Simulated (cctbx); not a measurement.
## Solving a structure by charge flipping

Cell a = 4.2520 Å, b = 6.9980 Å, c = 6.9580 Å, α = 90.00°, β = 90.00°, γ = 90.00°; space group Imma (no. 74); content Cd4 Ga8.

Simulated single-crystal data (cctbx): synchrotron X-rays, λ = 0.7749 Å, to d = 0.75 Å, 80 % of the full sphere, strongest reflection 40000 counts, noise from counting, a 6 % proportional error and a noise floor of 2 counts (s.d.); no absorption, and some extinction, which the refinements don't model.

Charge flipping in P1 on normalised amplitudes to 0.8 Å, δ = 1.2 σ, 20 % of the reflections treated as weak, 100 cycles:

```text
cycle      R  skewness
    0  0.555     0.47
    8  0.523     2.28
   16  0.468     1.84
   24  0.426     1.99
   32  0.461     2.09
   40  0.403     1.97
   48  0.428     2.38
   56  0.424     2.24
   64  0.398     2.35
   72  0.419     2.43
   80  0.392     2.12
   88  0.431     2.23
   96  0.415     2.11
origin shift          correlation  skewness
 0.035  0.286  0.415      0.804      2.60
 0.128  0.153  0.400      0.777      1.46
 0.031  0.113  0.413      0.791      2.42
 0.034  0.108  0.310      0.802      5.39
taken: symmetry correlation 0.802, skewness 5.39
peak      x       y       z  mult  height/sigma
Q1    0.0000  0.2500  0.5523    4     14.0
Q2    0.0000  0.0637  0.1532    8      8.3
Q3    0.0000  0.2500  0.7271    4      1.9
Q4    0.2500  0.0733  0.2500    8      1.4
Q5    0.0000  0.0000  0.0000    4      1.2
Q6    0.2684  0.2500  0.0317    8      1.2
Q7    0.0000  0.2500  0.1916    4      1.1
```

The origin is taken among those within 0.04 of the best correlation, by the skewness of the map.

It took 0.27 s on 1 thread of Arm Neoverse V2 (shared host), peak memory 0.07 GiB.

Q: Assign the peaks.

Heights go roughly as Z and multiplicities must add up to the content. First model: Q1 = Cd1 (4 in the cell, height 14.0) and Q2 = Ga1 (8 in the cell, height 8.3). Against the true structure, Q1 is Cd and Q2 is Ga; the other peaks are not atoms.

Least squares on F², isotropic:

```text
Rint 0.042, 157 unique reflections to 0.76 A
cycle     R1     wR2    GooF  max shift (A)
   1  0.1892  0.4667  13.972   0.04494
   2  0.0187  0.0588   1.762   0.00000
final R1 0.0187 wR2 0.0588 GooF 1.762  parameters 5  data/parameter 31.4
atom        x        y        z      Ueq    occ   su(xyz)  su(Uiso or U11)
Cd1    0.00000  0.25000  0.54697   0.0043  1.000  0.00007  0.0003
Ga1    0.00000  0.06714  0.15865   0.0042  1.000  0.00008  0.0003
difference map: max 0.69 min -1.72 rms 0.28
Q1    0.0000  0.1108  0.2198    8    0.74  0.52 A from Ga1
Q2    0.0000  0.2500  0.9670    4    0.68  1.85 A from Ga1
Q3    0.1413  0.1687  0.0866   16    0.65  1.06 A from Ga1
Q4    0.2029  0.2500  0.0460    8    0.61  1.42 A from Cd1
Q5    0.0000  0.0235  0.0964    8    0.59  0.53 A from Ga1
```

Anisotropic refinement:

```text
Rint 0.042, 157 unique reflections to 0.76 A
cycle     R1     wR2    GooF  max shift (A)
   1  0.0187  0.0588   1.791   0.00022
   2  0.0150  0.0316   0.963   0.00000
final R1 0.0150 wR2 0.0316 GooF 0.963  parameters 10  data/parameter 15.7
atom        x        y        z      Ueq    occ   su(xyz)  su(Uiso or U11)
Cd1    0.00000  0.25000  0.54694   0.0043  1.000  0.00004  0.0002
Ga1    0.00000  0.06714  0.15868   0.0041  1.000  0.00004  0.0002
difference map: max 0.64 min -1.28 rms 0.26
Q1    0.1946  0.2500  0.0557    8    0.66  1.48 A from Cd1
Q2    0.1519  0.2500  0.3538    8    0.59  1.49 A from Cd1
Q3    0.1615  0.0525  0.4027   16    0.54  1.50 A from Ga1
Q4    0.1462  0.2500  0.8434    8    0.52  1.69 A from Cd1
Q5    0.1450  0.1565  0.0992   16    0.49  0.97 A from Ga1
Q6    0.0000  0.2500  0.9618    4    0.48  1.87 A from Ga1
```

**Reading.** The refinement ends at R1 = 0.0150, wR2 = 0.0316, GooF = 0.96, with difference density between -1.28 and 0.64 e/Å³. Every site matches the true model in element, within 0.001 Å r.m.s., up to an allowed shift of origin.

True model:

```csv
atom,mult.,x,y,z,Ueq (Å²)
Cd1,4,1/2,1/4,0.4531,0.0048
Ga1,8,0,0.9328,0.3412,0.0047
```

This is a model crystal, built by substitution and not relaxed, with assumed displacement parameters.

[Middle refinement cycles are left out of these outputs.]

[Logs are printed without paths, hosts, clocks, repeated set-up lines and the standing remarks that a program may print on its own settings, such as how far it seeks lower states.]
